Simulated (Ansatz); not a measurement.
# Is Nb-Ti stack of (111) layers a stable metal?

The plan: relax Nb-Ti stack of (111) layers, check its phonons, and, if the lattice is stable, compute its Eliashberg function and ρ(T).

Method: DFT PBEsol, scalar-relativistic, plane waves, PAW; PAW set soft_1, in Ansatz 0.2.0.

Most raw output is cut from this account.

## (1) Set-up

The cell holds 2 atoms: 1 Nb and 1 Ti. Its edges and angles: a = 2.923 Å, b = 2.923 Å, c = 13.386 Å, α = 90.0°, β = 90.0°, γ = 120.0°. Vacuum lies along c.

## (2) A first look on a coarse mesh

A single point on a coarse mesh shows the starting pressure, whether the crystal is a metal and what a step costs.

Input file input.yaml:

```yaml
crystal:
  lattice:
    - [2.92265, 0.0, 0.0]
    - [-1.46133, 2.53109, 0.0]
    - [0.0, 0.0, 13.38634]
  atoms:
    - { symbol: Nb, position: [0.0, 0.0, 0.41086669] }
    - { symbol: Ti, position: [0.33333333, 0.66666667, 0.58913331] }
  periodic: [true, true, false]
kpoints:
  mp_grid: { grid: [9, 9, 1] }
hamiltonian:
  xc: pbesol
  pseudopotentials: { kind: paw, azcp: { folder: soft_1 }, xc_functional: pbe }
scf:
  occupations: { method: gaussian, width: 0.1 }
output:
  forces: true
  stress: true
  eigenvalues: true
```

The run is started by

```console
> ansatz run input.yaml --threads 4 --pin off --max-ram 12288MiB --backend cpu --events-out ev --progress --plain --runs-dir out
```

Run time: 1.7 s. Hardware: 4 threads of Arm Neoverse V1, shared host; peak memory 0.44 GiB.

Numbers from this step:

| Property | Result |
| --- | --- |
| metallic on mesh | yes |
| gap on the k-mesh | 0 eV |

## (3) Relaxation

Lattice constant and positions set the bands and the force constants, so the cell is relaxed first.

Changes to input.yaml since step 2:

```diff
@@ -10,3 +10,3 @@
 kpoints:
-  mp_grid: { grid: [9, 9, 1] }
+  mp_grid: { grid: [12, 12, 1] }
 hamiltonian:
@@ -20 +20,6 @@
   eigenvalues: true
+relax:
+  adjacent_minimum: "off"
+  f_tol: 0.005
+  max_steps: 80
+  cell: { stress_2d_tol: 0.02 }
```

Run time: 17 s. Hardware: 4 threads; peak memory 0.51 GiB; 66 s of CPU time.

The steps of the relaxation:

| step | energy less that of the first step (eV) | largest force component (eV/Å) | volume (Å³) |
| --- | --- | --- | --- |
| 1 | 0.0000 | 0.4902 | 211.37 |
| 2 | -0.0563 | 1.2975 | 191.26 |
| 3 | -0.1878 | 0.1474 | 195.43 |
| 4 | -0.2053 | 0.0070 | 191.37 |
| 5 | -0.2077 | 0.0207 | 188.69 |
| 6 | -0.2078 | 0.0029 | 188.99 |
| 7* | -0.2073 | 0.0030 | 188.99 |

Relaxation steps marked * repeat the geometry before them on a plane-wave basis chosen anew for their cell, so energy and pressure can jump there.

Forces are held to the 6 operations that the run works with; a distortion that breaks them can't arise in this run.

| cell as run | before | after | change |
| --- | --- | --- | --- |
| a (Å) | 2.923 | 2.764 | -5.4 % |
| b (Å) | 2.923 | 2.764 | -5.4 % |

The atoms that moved most (Å, along periodic axes as changes of fractional coordinates times the final cell, across vacuum about the mean position):

```
atom     dx     dy      dz  length
 Nb1  0.000  0.000  -0.019   0.019
 Ti2  0.000  0.000   0.019   0.019
```

Final coordinates:

```
Nb Ti
1.0
     2.76360    0.00000    0.00000
    -1.38180    2.39335    0.00000
     0.00000    0.00000   28.57268
Nb Ti
1 1
Direct
  0.00000 0.00000 0.19181
  0.33333 0.66667 0.27669
```

The relaxation ends with a largest force component of 0.0030 eV/Å.

## (4) Tight relaxation

Phonons are second derivatives about the minimum, so the remaining forces must be small: the thresholds are tightened.

input.yaml, the sections that differ from step 3:

```yaml
crystal:
  lattice:
    - [2.7636028951, 2.7297e-06, 0.0]
    - [-1.3818038115, 2.3933489483, 0.0]
    - [0.0, 0.0, 28.5726751719]
  atoms:
    - { symbol: Nb, position: [0.0, 0.0, 0.1918143079] }
    - { symbol: Ti, position: [0.3333333333, 0.6666666667, 0.2766871509] }
  periodic: [true, true, false]
scf:
  occupations: { method: methfessel_paxton, width: 0.2 }
relax:
  adjacent_minimum: "off"
  f_tol: 0.001
  max_steps: 60
  cell: { stress_2d_tol: 0.002 }
# kpoints, hamiltonian, output: as in step 3
```

Run time: 11 s. Hardware: 4 threads; peak memory 0.49 GiB.

Little changed from the start: no atom moved by 0.005 Å and no cell edge by 0.1 %.

## (5) Phonons: q 2×2×1, k 6×6×1

Before any scattering is computed, the phonons show whether the structure is a minimum.

input.yaml, the sections that differ from step 4:

```yaml
crystal:
  lattice:
    - [2.7616154792, 2.7277e-06, 0.0]
    - [-1.3808101018, 2.3916277966, 0.0]
    - [0.0, 0.0, 28.5726751719]
  atoms:
    - { symbol: Nb, position: [0.0, 0.0, 0.1917566104] }
    - { symbol: Ti, position: [0.3333333333, 0.6666666667, 0.2767448484] }
  periodic: [true, true, false]
kpoints:
  mp_grid: { grid: [6, 6, 1] }
output:
  eigenvalues: true
phonons:
  method: dfpt
  qmesh: [2, 2, 1]
  temperatures: { t_max: 1000, t_step: 50 }
  qpath:
    path:
      - [0.0, 0.0, 0.0]
      - [0.5, 0.0, 0.0]
      - [0.33333333, 0.33333333, 0.0]
      - [0.0, 0.0, 0.0]
    npoints: 10
# hamiltonian, scf: as in step 4
# relax: removed
```

Run time: 26 s. Hardware: 4 threads; peak memory 0.74 GiB.

Numbers from this step:

| Property | Result |
| --- | --- |
| share of imaginary modes in the plain interpolation between solved wavevectors | 0.2555 |
| highest frequency, solved or plainly interpolated | 233.1 cm⁻¹ |

Solved on the 2×2×1 mesh alone; all other wavevectors are interpolated. Phonon branches along the path, in cm⁻¹:

```csv
point,branch 1,branch 2,branch 3,branch 4,branch 5,branch 6
Γ,-28,-28,0,0,0,233
halfway,-85,38,68,116,150,210
M,-94,-42,103,163,163,227
halfway,-77,-44,100,165,174,220
K,-65,32,77,166,196,207
halfway,-85,30,85,126,163,205
Γ,-28,-28,0,0,0,233
```

Lowest modes at the softest wavevector of the mesh. Modes at q = (0.000, 0.500, 0.000), with each element's share of the kinetic energy (negative means imaginary):

```csv
mode,frequency (cm⁻¹),Nb %,Ti %
1,-94.0,18,82
2,-42.5,9,91
3,102.9,38,62
4,163.3,85,15
5,163.4,62,38
6,227.2,88,12
```

Displacements in mode 1 (-94.0 cm⁻¹), the largest set to 1, in the home cell:
```
Nb1  0.00  0.05 -0.35
Ti2  0.00 -1.00  0.40
```

Displacements in mode 6 (227.2 cm⁻¹), the largest set to 1, in the home cell:
```
Nb1  0.00  1.00 -0.26
Ti2  0.00  0.07 -0.53
```

Among the solved wavevectors the lowest mode, translations apart, is -94 cm⁻¹, imaginary.

## (6) Phonons by linear response: q 3×3×1, k 9×9×1

An imaginary mode on so few k-points may come from the sampling, so the phonons are repeated with another q and k mesh.

Changes to input.yaml since step 5:

```diff
@@ -10,3 +10,3 @@
 kpoints:
-  mp_grid: { grid: [6, 6, 1] }
+  mp_grid: { grid: [9, 9, 1] }
 hamiltonian:
@@ -20,3 +20,3 @@
   method: dfpt
-  qmesh: [2, 2, 1]
+  qmesh: [3, 3, 1]
   temperatures: { t_max: 1000, t_step: 50 }
```

Elapsed: 85 s, on 4 threads; peak memory 1.1 GiB.

This step gave:

```
share of imaginary modes in the plain interpolation between solved wavevectors : 0.192
highest frequency, solved or plainly interpolated                              : 241.6 cm⁻¹
```

Solved on the 3×3×1 mesh alone; all other wavevectors are interpolated. The phonon branches at the labelled points (cm⁻¹):

```csv
point,branch 1,branch 2,branch 3,branch 4,branch 5,branch 6
Γ,-32,-32,0,0,0,204
halfway,-46,22,83,96,149,236
M,-48,-19,113,118,221,240
halfway,-65,55,119,143,201,231
K,-80,50,143,164,195,209
halfway,-8,43,73,116,159,236
Γ,-32,-32,0,0,0,204
```

Lowest modes at the softest wavevector of the mesh. Modes at q = (0.333, 0.333, 0.000), with each element's share of the kinetic energy (negative means imaginary):

```
mode  frequency (cm⁻¹)  Nb %  Ti %
   1             -79.7    78    22
   2              50.4    12    88
   3             143.4     9    91
   4             163.5    22    78
   5             195.2    91     9
   6             208.6    88    12
```

Displacements in mode 1 (-79.7 cm⁻¹), the largest set to 1, in the home cell (x, y, z of the real part, then of the imaginary part):
```
Nb1 0.00 0.00 1.00 0.00 0.00 0.00
Ti2 0.00 0.52 0.00 0.52 0.00 0.00
```

Displacements in mode 6 (208.6 cm⁻¹), the largest set to 1, in the home cell (x, y, z of the real part, then of the imaginary part):
```
Nb1  0.00  1.00  0.00 -1.00  0.00  0.00
Ti2  0.00  0.00 -0.72  0.00  0.00  0.00
```

The modes has structure finer than the step of the table below, so its rows give means over 10 cm⁻¹, whole bins alone (the curve runs from -89.7 to 259 cm⁻¹). Peaks (cm⁻¹: height): Nb -41.5: 0.0281, 22.1: 0.0148, 39.6: 0.0101, 55.0: 0.0120, 109.8: 0.0169, 186.5: 0.0120, 236.9: 0.0349; Ti 22.1: 0.0123, 55.0: 0.0267, 79.1: 0.0120, 109.8: 0.0278, 186.5: 0.0151, 215.0: 0.0121, 236.9: 0.0296.

Phonopy on the run's constants, 21x21x1 mesh, Gaussian sigma 2.5 cm⁻¹. Modes against wavenumber; means over each step; values in 1/cm⁻¹/cell:

```
wavenumber (cm⁻¹)       Nb       Ti
              -80  0.00319   9.6e-4
              -70  0.00708  0.00245
              -60  0.00800  0.00339
              -50   0.0129  0.00552
              -40   0.0223  0.00699
              -30   0.0140  0.00680
              -20  0.00726  0.00409
              -10  0.00502  0.00384
                0  0.00277  0.00155
               10  0.00620  0.00428
               20   0.0125  0.00948
               30  0.00689  0.00435
               40  0.00765  0.00628
               50  0.00788   0.0132
               60  0.00949   0.0202
               70  0.00452  0.00663
               80  0.00601  0.00999
               90  0.00609   0.0102
              100  0.00912   0.0145
              110   0.0148   0.0253
              120   0.0126   0.0238
              130  0.00880   0.0135
              140  0.00659  0.00673
              150  0.00647  0.00333
              160  0.00618  0.00359
              170  0.00647  0.00534
              180  0.00617  0.00694
              190  0.00837   0.0118
              200  0.00469  0.00927
              210  0.00576   0.0110
              220  0.00974  0.00985
              230   0.0203   0.0150
              240   0.0236   0.0194
              250   6.1e-4   5.0e-4
```

No LO-TO term; unit eigenvectors of the mass-weighted matrix. The modes at Γ (shares of kinetic energy by element, %) (negative means imaginary):

```
mode  frequency (cm⁻¹)  symmetry  Nb %  Ti %
   1             -31.7         E    34    66
   2             -31.7         E    34    66
   3               0.0   unnamed    66    34
   4               0.0   unnamed    66    34
   5               0.0   unnamed    66    34
   6             204.2        A1    34    66
```

Displacements in mode 2 (-31.7 cm⁻¹), the largest set to 1:
```
Nb1 -0.52  0.06  0.00
Ti2  1.00 -0.12  0.00
```

Displacements in mode 6 (204.2 cm⁻¹), the largest set to 1:
```
Nb1  0.00  0.00 -0.52
Ti2  0.00  0.00  1.00
```

Among the solved wavevectors the lowest mode, translations apart, is -79.7 cm⁻¹, imaginary.

## (7) Lattice stability: Fermi–Dirac smearing of 0.3 eV

The phonons are repeated on the same meshes with a wide Fermi–Dirac smearing, to see whether the soft mode comes from sharp features of the Fermi surface.

Changes to input.yaml since step 6:

```diff
@@ -15,3 +15,3 @@
 scf:
-  occupations: { method: methfessel_paxton, width: 0.2 }
+  occupations: { method: fermi_dirac, width: 0.3 }
 output:
```

Run time: 98 s. Hardware: 4 threads; peak memory 1.1 GiB; 6.4 min of CPU time.

This step gave:

```
share of imaginary modes in the plain interpolation between solved wavevectors : 0.1693
highest frequency, solved or plainly interpolated                              : 242.1 cm⁻¹
```

Solved on the 3×3×1 mesh alone; all other wavevectors are interpolated. The phonon branches at the labelled points (cm⁻¹):

```
  point  branch 1  branch 2  branch 3  branch 4  branch 5  branch 6
      Γ       -30       -30         0         0         0       201
halfway       -36        30       100       101       163       221
      M       -35        47       134       139       233       242
halfway       -47        86       140       166       225       233
      K       -56        85       178       202       203       216
halfway        14        53        96       130       173       223
      Γ       -30       -30         0         0         0       201
```

Lowest modes at the softest wavevector of the mesh. The modes at q = (-0.333, -0.333, 0.000) (shares of kinetic energy by element, %) (negative means imaginary):

| mode | frequency (cm⁻¹) | Nb % | Ti % |
| --- | --- | --- | --- |
| 1 | -56.3 | 89 | 11 |
| 2 | 85.4 | 21 | 79 |
| 3 | 178.5 | 73 | 27 |
| 4 | 202.3 | 11 | 89 |
| 5 | 203.2 | 79 | 21 |
| 6 | 215.5 | 27 | 73 |

Displacements in mode 1 (-56.3 cm⁻¹), the largest set to 1, in the home cell (x, y, z of the real part, then of the imaginary part):
```
Nb1  0.00  0.00  1.00  0.00  0.00  0.00
Ti2  0.00  0.35  0.00 -0.35  0.00  0.00
```

Displacements in mode 6 (215.5 cm⁻¹), the largest set to 1, in the home cell (x, y, z of the real part, then of the imaginary part):
```
Nb1  0.38  0.22  0.00 -0.22  0.38  0.00
Ti2  0.87 -0.50  0.00 -0.50 -0.87  0.00
```

Among the solved wavevectors the lowest mode, translations apart, is -56.3 cm⁻¹, imaginary.

## (8) Results

```
phonon run of the rows without a label of their own : PBEsol, q 3×3×1, k 9×9×1
softest mode on the q mesh                          : -79.7 cm⁻¹ at q = (0.333, 0.333, 0)
highest frequency, solved or plainly interpolated   : 242 cm⁻¹
```

The lattice is dynamically unstable at this level: a mode at q = (0.333, 0.333, 0) is imaginary, 79.7i cm⁻¹, so no harmonic coupling constant or resistivity is defined for this structure. These meshes are coarse, and single modes of a metal can move by tens of cm⁻¹ with the k mesh. The coarser mesh found an imaginary mode at another wavevector, which this mesh lacks. The phonon runs are not spin-polarised. The PAW files were made for PBE; under other functionals the run regenerates their frozen core. The structure was built by hand as an ordered model, and its stability against other phases was not tested.

[Logs are printed without paths, hosts, clocks, repeated set-up lines and the standing remarks that a program may print on its own settings, such as how far it seeks lower states.]

[Hosts, paths, dates, database ids (printed as entryN), source tags and the programs' standing remarks are cut or masked in the printed files.]
